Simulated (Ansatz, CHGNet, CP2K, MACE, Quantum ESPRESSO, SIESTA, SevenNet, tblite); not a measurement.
## Mg2+ BF4- in dimethyl sulfoxide and 1,3-dioxolane at 400 K (73 atoms) in SIESTA

How do the settings of SIESTA change the result for Mg2+ BF4- in dimethyl sulfoxide and 1,3-dioxolane at 400 K (73 atoms)? A plane-wave run serves as the yardstick.

Main program and level: SIESTA 5.4.2; the method is named at each step.

### 1. The structure

The cell holds 73 atoms: 11 C, 6 O, 30 H, 4 S, 4 B, 16 F and 2 Mg. Its edges and angles: a = 9.474 Å, b = 9.474 Å, c = 9.474 Å, α = 90.0°, β = 90.0°, γ = 90.0°. 4 dimethyl sulfoxide, 1 1,3-dioxolane, 2 Mg2+, 4 BF4- placed at random, at 1.53 g/cm³; overlaps pushed apart, then 10 ps at 550 K with stiff harmonic cages for PF6 and BF4 with UFF radii; divalent ions of Li, Roberts, Chakravorty and Merz (J. Chem. Theory Comput. 9, 2733 (2013)); MMFF94 bonds, angles, torsions, charges and radii (Halgren, J. Comput. Chem. 17, 490 (1996)) in harmonic and 12-6 forms; charges of ions scaled by 0.8. Snapshot after 30 ps at 400 K and fixed volume. Then every atom was moved at random, 0.03 Å r.m.s. a Cartesian component (hydrogen 0.6 of that).

The yardstick, on the same geometry:

- method: Kohn-Sham DFT, PBE, SSSP efficiency 1.3.0 pseudopotentials, plane waves (Quantum ESPRESSO 7.5); sssp-pbe-1.3.0-efficiency, cutoffs 60/480 Ry, Γ point
- r.m.s. force component: 1.636 eV/Å
- longest force: 7.959 eV/Å
- pressure: 4.313 GPa
- gap (highest filled to lowest empty level): 4.215 eV
- time: 97 s on 2 MPI ranks of Arm Neoverse V2, shared host
- CPU time: 3.2 min

### 2. PBE, DZP, shift 0.01 Ry, mesh 500 Ry

Method: Kohn-Sham DFT, PBE, PseudoDojo 0.4.1 norm-conserving pseudopotentials (converted to PSML), numerical atomic orbitals (DZP), diagonalisation.

The .psml files are PseudoDojo norm-conserving potentials that we converted to this format, checked against plane waves on the same files for H, C, O, Si, Ge and Ca alone.

File input.fdf:

```
SystemLabel cell
NumberOfAtoms 73
NumberOfSpecies 7
%block ChemicalSpeciesLabel
  1 6 C
  2 8 O
  3 1 H
  4 16 S
  5 5 B
  6 9 F
  7 12 Mg
%endblock ChemicalSpeciesLabel
LatticeConstant 1.0 Ang
%block LatticeVectors
  9.47375 0.00000 0.00000
  0.00000 9.47375 0.00000
  0.00000 0.00000 9.47375
%endblock LatticeVectors
PAO.BasisSize DZP
PAO.EnergyShift 0.01 Ry
XC.Functional GGA
XC.Authors PBE
MeshCutoff 500 Ry
%block kgrid_Monkhorst_Pack
  1 0 0 0.0
  0 1 0 0.0
  0 0 1 0.0
%endblock kgrid_Monkhorst_Pack
SolutionMethod diagon
OccupationFunction FD
ElectronicTemperature 580 K
SCF.Mixer.Method Pulay
SCF.Mixer.Weight 0.15
SCF.Mixer.History 8
SCF.Mix Hamiltonian
MaxSCFIterations 300
SCF.DM.Tolerance 1e-04
SCF.H.Tolerance 1.0e-3 eV
WriteForces T
Write.HirshfeldPop T
Write.VoronoiPop T
Write.DM F
Write.H F
XML.Write F
AtomicCoordinatesFormat Fractional
%block AtomicCoordinatesAndAtomicSpecies
  0.12008 0.62151 0.52647 1
  0.23602 0.60870 0.40910 1
  0.15806 0.53068 0.30883 2
  0.03875 0.61331 0.31600 1
  0.00306 0.67582 0.44890 2
  0.13509 0.68391 0.61004 3
  0.06813 0.51667 0.56467 3
  0.31386 0.53882 0.46005 3
  0.28103 0.70312 0.36679 3
  0.04333 0.69757 0.22762 3
  0.94766 0.54042 0.29173 3
  0.75413 0.79620 0.12758 1
  0.79376 0.70929 0.94916 4
  0.86437 0.86313 0.87695 1
  0.66126 0.67232 0.89187 2
  0.70689 0.71597 0.18036 3
  0.85699 0.82231 0.16703 3
  0.68786 0.88117 0.09351 3
  0.78835 0.95190 0.86262 3
  0.96002 0.89253 0.91295 3
  0.89497 0.82718 0.76143 3
  0.03526 0.04965 0.51248 1
  0.20518 0.15443 0.47960 4
  0.21143 0.23405 0.65391 1
  0.17599 0.26661 0.37652 2
  0.05540 0.96919 0.59163 3
  0.95880 0.13147 0.56260 3
  0.00506 0.99018 0.42146 3
  0.21321 0.33731 0.65612 3
  0.10267 0.21599 0.69850 3
  0.29110 0.17430 0.72628 3
  0.57628 0.18132 0.61776 1
  0.51658 0.35802 0.59443 4
  0.69420 0.41720 0.53280 1
  0.49268 0.40930 0.74278 2
  0.52034 0.11227 0.53404 3
  0.69415 0.16456 0.62840 3
  0.54167 0.14003 0.72756 3
  0.67944 0.53199 0.51884 3
  0.77809 0.41213 0.61983 3
  0.74013 0.36535 0.43344 3
  0.39744 0.99270 0.20412 1
  0.34874 0.07366 0.03112 4
  0.52368 0.12885 0.99818 1
  0.24720 0.18799 0.06844 2
  0.46569 0.07158 0.26605 3
  0.29783 0.96499 0.26051 3
  0.44771 0.89423 0.15999 3
  0.51570 0.21835 0.91857 3
  0.57991 0.17581 0.09278 3
  0.58840 0.05052 0.94777 3
  0.45264 0.80390 0.64483 5
  0.33635 0.84431 0.54996 6
  0.45895 0.66337 0.67487 6
  0.40634 0.84623 0.79106 6
  0.58332 0.84439 0.59968 6
[... 13 atom lines left out ...]
  0.27999 0.56740 0.87519 6
  0.05189 0.55023 0.80675 6
  0.49437 0.57541 0.85342 7
  0.20522 0.36142 0.20530 7
%endblock AtomicCoordinatesAndAtomicSpecies
```

On the command line:

```sh
> OMP_NUM_THREADS=1 mpirun -np 2 siesta < input.fdf > output.txt
```

The log of the run:

```text
Version         : 5.4.2
reinit: System Name:
reinit: System Label: cell
initatom: Reading input for the pseudopotentials and atomic orbitals ----------
Species number:   1 Atomic number:    6 Label: C
Species number:   2 Atomic number:    8 Label: O
Species number:   3 Atomic number:    1 Label: H
Species number:   4 Atomic number:   16 Label: S
Species number:   5 Atomic number:    5 Label: B
Species number:   6 Atomic number:    9 Label: F
Species number:   7 Atomic number:   12 Label: Mg
Ground state valence configuration (from tables):   2s02  2p02  3d00  4f00
Ground state valence configuration (from tables):   2s02  2p04  3d00  4f00
Ground state valence configuration (from tables):   1s01  2p00  3d00  4f00
Ground state valence configuration (from tables):   3s02  3p04  3d00  4f00
Ground state valence configuration (from tables):   2s02  2p01  3d00  4f00
Ground state valence configuration (from tables):   2s02  2p05  3d00  4f00
Ground state valence configuration (from tables):   3s02  3p00  3d00  4f00
---- Processing specs for species: C
GGA--PBE XC_GGA_X_PBE--XC_GGA_C_PBE pb
---- Processing specs for species: O
GGA--PBE XC_GGA_X_PBE--XC_GGA_C_PBE pb
---- Processing specs for species: H
GGA--PBE XC_GGA_X_PBE--XC_GGA_C_PBE pb
---- Processing specs for species: S
GGA--PBE XC_GGA_X_PBE--XC_GGA_C_PBE pb
---- Processing specs for species: B
GGA--PBE XC_GGA_X_PBE--XC_GGA_C_PBE pb
---- Processing specs for species: F
GGA--PBE XC_GGA_X_PBE--XC_GGA_C_PBE pb
---- Processing specs for species: Mg
GGA--PBE XC_GGA_X_PBE--XC_GGA_C_PBE pb
Semicore shell(s) with  8 electrons included in the valence for Mg
Semicore shell(s): 2s 2p
Fallback to non-perturbative polarization scheme for Mg
Please see the manual if this is not desired in principle
C pseudopotential only contains V_ls up to l=1 -- lmxkb reset.
O pseudopotential only contains V_ls up to l=2 -- lmxkb reset.
H pseudopotential only contains V_ls up to l=1 -- lmxkb reset.
[... lines left out ...]
Total number of electrons:   278.000000
[... lines left out ...]
DM filled with atomic data:
InitMesh: MESH = 128 x 128 x 128 = 2097152
InitMesh: Mesh cutoff (required, used) =   500.000   504.520 Ry
stepf: Fermi-Dirac step function
        iscf     Eharris(eV)        E_KS(eV)     FreeEng(eV)     dDmax    Ef(eV) dHmax(eV)
   scf:    1   -20436.573416   -20448.183449   -20448.183449  1.918032 -5.136817  7.464994
   scf:    2   -20471.312621   -20460.688583   -20460.688583  0.059842 -3.938767  4.830781
   scf:    3   -20470.637444   -20468.322461   -20468.322461  0.093068 -3.406411  2.749929
[...]
scf:   11   -20468.677677   -20468.677676   -20468.677676  0.000081 -4.737542  0.001950
   scf:   12   -20468.677677   -20468.677677   -20468.677677  0.000035 -4.737098  0.000625
SCF Convergence by DM+H criterion
max |DM_out - DM_in|         :     0.0000350343
max |H_out - H_in|      (eV) :     0.0006247928
SCF cycle converged after 12 iterations
Using DM_out to compute the final energy and forces
siesta: E_KS(eV) =           -20468.6777
siesta: E_KS - E_eggbox =    -20468.6777
siesta: Atomic forces (eV/Ang):
     1   -1.383464   -3.175732   -3.065633
     2    0.290508   -2.394081    3.843243
     3    0.583579    1.184834    1.157765
[...]
72   -1.305834    0.287045    0.914425
    73   -0.251737   -0.480699   -2.513442
----------------------------------------
   Tot   -0.037113    0.014122   -0.033825
----------------------------------------
   Max    7.324680
   Res    1.818632    sqrt( Sum f_i^2 / 3N )
----------------------------------------
   Max    7.324680    constrained
Stress tensor Voigt[x,y,z,yz,xz,xy] (kbar):      -51.71      -73.59      -27.37        6.52      -13.93       -0.72
(Free)E + p*V (eV/cell)   -20441.6713
Target enthalpy (eV/cell)   -20468.6777
siesta: Program's energy decomposition (eV):
siesta: Ebs     =     -4668.051324
siesta: Eions   =     32211.303628
siesta: Ena     =      6139.989333
siesta: Ekin    =     13147.362156
siesta: Enl     =     -2535.951329
siesta: DEna    =       -71.354953
siesta: DUscf   =        19.847904
siesta: Ex      =     -4632.161907
siesta: Ec      =      -325.105253
siesta: Exc     =     -4957.267161
siesta: Eharris =    -20468.677677
siesta: Etot    =    -20468.677677
siesta: FreeEng =    -20468.677677
siesta: Final energy (eV):
siesta:  Band Struct. =   -4668.051324
siesta:       Kinetic =   13147.362156
siesta:       Hartree =   12747.413192
siesta:         Exch. =   -4632.161907
siesta:         Corr. =    -325.105253
siesta:   Exch.-corr. =   -4957.267161
siesta:  Ion-electron =  -37694.378659
siesta:       Ion-ion =   -3711.807205
siesta:         Total =  -20468.677677
siesta:         Fermi =      -4.737098
siesta: Stress tensor (static) (eV/Ang**3):
siesta:    -0.032273   -0.000447   -0.008697
siesta:    -0.000447   -0.045929    0.004067
siesta:    -0.008697    0.004067   -0.017082
siesta: Cell volume =        850.287433 Ang**3
siesta: Pressure (static):
siesta:                Solid            Molecule  Units
siesta:           0.00034593         -0.00004359  Ry/Bohr**3
siesta:           0.03176151         -0.00400249  eV/Ang**3
siesta:          50.88755694         -6.41269557  kBar
    Orbital volume contribution        =          20.637456 eV
    (Free)E + p_basis*V_orbitals       =      -20448.040221 eV
    (Free)Eharris+ p_basis*V_orbitals  =      -20448.040221 eV
Hirshfeld Atomic Populations:
Atom #   charge [q] valence [e]  Species
     1    -0.000535    4.000535  C
     2     0.012076    3.987924  C
     3    -0.025846    6.025846  O
     4     0.077140    3.922860  C
     5    -0.103455    6.103455  O
     6     0.016170    0.983830  H
     7     0.003747    0.996253  H
     8     0.006229    0.993771  H
[...]
13     0.364203    5.635797  S
[...]
15    -0.203333    6.203333  O
[...]
23     0.364453    5.635547  S
[...]
33     0.383087    5.616913  S
[...]
52     0.129773    2.870227  B
    53    -0.163663    7.163663  F
    54    -0.079183    7.079183  F
    55    -0.214281    7.214281  F
[...]
57     0.183887    2.816113  B
[...]
62     0.091855    2.908145  B
[...]
72     0.459142    9.540858  Mg
    73     0.395127    9.604873  Mg
--------------------
 Total     0.000003
Voronoi Atomic Populations:
Atom #   charge [q] valence [e]  Species
[...]
33     0.379717    5.620283  S
[...]
35    -0.254068    6.254068  O
[...]
42    -0.013749    4.013749  C
    43     0.345534    5.654466  S
    44    -0.038950    4.038950  C
    45    -0.284044    6.284044  O
[...]
50     0.017635    0.982365  H
    51     0.022764    0.977236  H
[...]
62     0.172728    2.827272  B
[...]
67     0.185634    2.814366  B
[...]
70    -0.108662    7.108662  F
    71    -0.122654    7.122654  F
    72     0.468611    9.531389  Mg
    73     0.417715    9.582285  Mg
--------------------
 Total     0.000003
```

The job ended after 66 s (2 MPI ranks of Arm Neoverse V2, shared host; peak memory 1.3 GiB; 2.2 min of CPU time).

Banners, paths, timers and routine set-up lines are dropped from the logs unmarked, and long logs keep their key lines alone; longer cuts are marked.

Numbers from this run, and their distance from the reference:

* r.m.s. force component: 1.819 eV/Å
* r.m.s. difference of force components: 363.8 meV/Å
* longest difference of force vectors: 1244 meV/Å
* force difference over r.m.s. force: 22.24 %
* slope of forces against the reference's: 1.093
* correlation of force components: 0.9834
* gap (highest filled to lowest empty level): 4.142 eV
* gap difference: -0.0724 eV
* pressure: 5.089 GPa
* pressure difference: 0.776 GPa

Length of the force difference by element (eV/Å):

```tsv
element	atoms	mean	most
B	4	0.37	0.63
C	11	0.56	0.99
F	16	0.35	0.62
H	30	0.66	1.2
Mg	2	0.29	0.31
O	6	0.71	1.1
S	4	0.94	1.2
```

Levels nearest the highest filled one (eV from it): -1.82, -1.80, -1.59, -1.34, -1.29, -1.21, -0.96, -0.70, -0.65, -0.13, -0.04, 0.00, 4.14, 4.34, 4.69, 4.80, 4.95, 5.32, 5.49, 5.79, 5.92, 6.05, 6.21, 6.40.

Local excerpt of 9 atoms (numbers count through the whole input) about Mg72, one of the 2 Mg atoms; x, y, z are measured from there.

```tsv
atom	x	y	z	distance (Å)	Hirshfeld charge (e)	Fx	Fy	Fz (eV/Å)
Mg72	0.00	0.00	0.00	0.00	0.46	-1.31	0.29	0.91
O15	1.58	0.92	0.36	1.86	-0.20	-5.89	-0.38	-3.45
O35	-0.02	-1.57	-1.05	1.89	-0.21	0.08	-0.30	1.37
F54	-0.34	0.83	-1.69	1.92	-0.08	-0.12	-3.37	-1.59
F59	0.47	-0.84	1.72	1.98	-0.11	1.86	-1.85	0.06
F70	-2.03	-0.08	0.21	2.04	-0.10	2.56	-0.94	-1.26
F55	-0.83	2.57	-0.59	2.76	-0.21	0.69	1.04	-0.85
F60	-0.93	0.19	2.77	2.93	-0.12	-1.74	2.77	2.04
B52	-0.40	2.16	-1.98	2.96	0.13	-2.12	2.76	1.27
```

Forces lie 22 % from the reference's, at 0.68 times its CPU time.

### 3. PBE, SZP, shift 0.01 Ry, mesh 500 Ry

Method: Kohn-Sham DFT, PBE, PseudoDojo 0.4.1 norm-conserving pseudopotentials (converted to PSML), numerical atomic orbitals (SZP), diagonalisation.

input.fdf, as its differences from that of step 2:

```diff
@@ -18,3 +18,3 @@
 %endblock LatticeVectors
-PAO.BasisSize DZP
+PAO.BasisSize SZP
 PAO.EnergyShift 0.01 Ry
```

On the command line:

```sh
> OMP_NUM_THREADS=1 siesta < input.fdf > output.txt
```

The log of the run:

```text
Version         : 5.4.2
reinit: System Name:
reinit: System Label: cell
initatom: Reading input for the pseudopotentials and atomic orbitals ----------
Species number:   1 Atomic number:    6 Label: C
Species number:   2 Atomic number:    8 Label: O
Species number:   3 Atomic number:    1 Label: H
Species number:   4 Atomic number:   16 Label: S
Species number:   5 Atomic number:    5 Label: B
Species number:   6 Atomic number:    9 Label: F
Species number:   7 Atomic number:   12 Label: Mg
Ground state valence configuration (from tables):   2s02  2p02  3d00  4f00
[... lines left out ...]
SCF Convergence by DM+H criterion
[... lines left out ...]
SCF cycle converged after 12 iterations
[... lines left out ...]
   Max    9.020644
[... lines left out ...]
   Max    9.020644    constrained
Stress tensor Voigt[x,y,z,yz,xz,xy] (kbar):     -117.72     -132.99      -81.42        7.73      -20.05        0.28
[... lines left out ...]
siesta: FreeEng =    -20427.672009
[... lines left out ...]
siesta:         Fermi =      -4.416224
[... lines left out ...]
siesta:         110.70620340         44.93496011  kBar
[... lines left out ...]
     8     0.021388    0.978612  H
[...]
13     0.350478    5.649522  S
[...]
15    -0.195238    6.195238  O
[...]
23     0.347380    5.652620  S
[...]
33     0.363671    5.636329  S
[...]
52     0.161241    2.838759  B
    53    -0.186533    7.186533  F
    54    -0.098320    7.098320  F
    55    -0.225485    7.225485  F
[...]
57     0.217618    2.782382  B
[...]
62     0.134599    2.865401  B
[...]
72     0.481154    9.518846  Mg
    73     0.410287    9.589713  Mg
--------------------
 Total     0.000002
Voronoi Atomic Populations:
Atom #   charge [q] valence [e]  Species
[...]
33     0.442074    5.557926  S
[...]
35    -0.268277    6.268277  O
[...]
42     0.006887    3.993113  C
    43     0.403861    5.596139  S
    44    -0.017738    4.017738  C
    45    -0.291717    6.291717  O
[...]
50     0.009628    0.990372  H
    51     0.011522    0.988478  H
[...]
62     0.286937    2.713063  B
[...]
67     0.308328    2.691672  B
[...]
70    -0.136406    7.136406  F
    71    -0.167588    7.167588  F
    72     0.479698    9.520302  Mg
    73     0.432225    9.567775  Mg
--------------------
 Total     0.000001
```

It took 1.7 min on 1 thread; peak memory 0.92 GiB.

Against the reference:

```
r.m.s. force component                           : 2.316 eV/Å
r.m.s. difference of force components            : 1207 meV/Å
longest difference of force vectors              : 3399 meV/Å
force difference over r.m.s. force               : 73.77 %
slope of forces against the reference's          : 1.23
correlation of force components                  : 0.8689
gap (highest filled to lowest empty level) : 3.403 eV
gap difference                                   : -0.8116 eV
pressure                                         : 11.07 GPa
pressure difference                              : 6.758 GPa
```

This is a coarse setting, run to see what it loses.

Against the first run (22 %), the force difference from the reference is 74 %, at 0.77 times the CPU time (on 1 against 2 cores), with 505 basis functions against 701: the smaller basis costs accuracy.

(Continued in part 2 of 2.)

[Also dropped from logs without a mark: logging warnings of Python, and SIESTA's first energy breakdown and zero terms.]

[Logs are printed without paths, hosts, clocks, repeated set-up lines and the standing remarks that a program may print on its own settings, such as how far it seeks lower states.]

[Hosts, paths, dates, database ids (printed as entryN), source tags and the programs' standing remarks are cut or masked in the printed files.]

[The MMFF94 radii named for the starting cell were scaled by 0.96; in molecules described by MMFF94, hydrogen bound to N, O or S took a small fixed 12-6 site in their place.]
